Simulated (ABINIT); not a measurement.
Computed results, one entry a study.

A GW chain in ABINIT: BN (Qingsongite). Symmetry: F-43m, No. 216, cubic system. The conventional cell has a = 3.615 Å, b = 3.615 Å, c = 3.615 Å, α = 90.00°, β = 90.00°, γ = 90.00°. Nearest to B lie 4 N at 1.57 Å. Nearest to N lie 4 B at 1.57 Å. Farther neighbours, and contacts between anions beyond the nearest, are not listed. The calculation used RPA screening on PBE, plane waves, norm-conserving pseudopotentials (and 2 further levels or steps) in ABINIT 10.8.3, with cutoff 36 Ha, PseudoDojo scalar-relativistic 0.4.1 standard, norm-conserving, potential set dojo-sr-pbe-0.4.1-standard, ngkpt (6, 6, 6), nband 30, ecuteps 6 Ha, inclvkb 2, shiftk (0, 0, 0), symchi 1, awtr 1, frequency ppm, 6×6×6 k-mesh. The PBE gap is 4.54 eV, indirect and the G0W0 gap on the mesh is 5.88 eV. The GW settings are 6×6×6 mesh, 30 bands, screening to 163.3 eV, Godby-Needs plasmon pole and the known limits are short of the basis limit; coarse k mesh. It took 5 runs, 36 s in all on 8 MPI ranks of Intel Xeon Platinum 8259CL at 2.50GHz (Skylake/Cascade Lake), shared host. G0W0 moves the gap on the mesh from 4.53 eV to 5.88 eV (+1.35 eV), with Z of 0.83 and 0.85 at the edges. Local fields lower the RPA ε∞ on this mesh from 4.74 to 4.39; a Γ-centred mesh this coarse tends to raise both, most where the direct gap is narrow, while a short band sum lowers them. The cell and positions come from the Crystallography Open Database and are kept as given unless a step says otherwise. The 6×6×6 mesh is coarse for this cell, which bears on the long-range parts of exchange and screening.

```
B N
1.0
     0.00000    1.80750    1.80750
     1.80750    0.00000    1.80750
     1.80750    1.80750    0.00000
B N
1 1
Cartesian
  0.0000 0.0000 0.0000
  0.9037 0.9038 0.9037
```

[Long decimals in the printed logs are rounded to 6 places.]

[Logs are printed without paths, hosts, clocks, repeated set-up lines and the standing remarks that a program may print on its own settings, such as how far it seeks lower states.]

[Paths, hosts, dates, memory and timing lines, banners, echoed tables and standing remarks are left out of the program output; an Ansatz launch command may be rebuilt from the run's recorded settings. Measured values are a selection of at most five: reports struck by readers or far from the other reports are left out. None is set beside runs whose start may be inverted or whose files or cutoffs have a known fault.]

[Runs of the session that timed out or met a known fault of the program may be left out.]

[Hosts, paths, dates, database ids (printed as entryN), source tags and the programs' standing remarks are cut or masked in the printed files.]

[G0W0 gaps are taken among the corrected bands and points alone; a level outside them can change the order at an edge.]

[Where Ansatz stands beside ABINIT at settings called matched, ABINIT's density can come from a denser mesh and the files from another edition; pairs whose starting gaps differed by over 0.03 eV were left out, so agreement reads better than it is.]
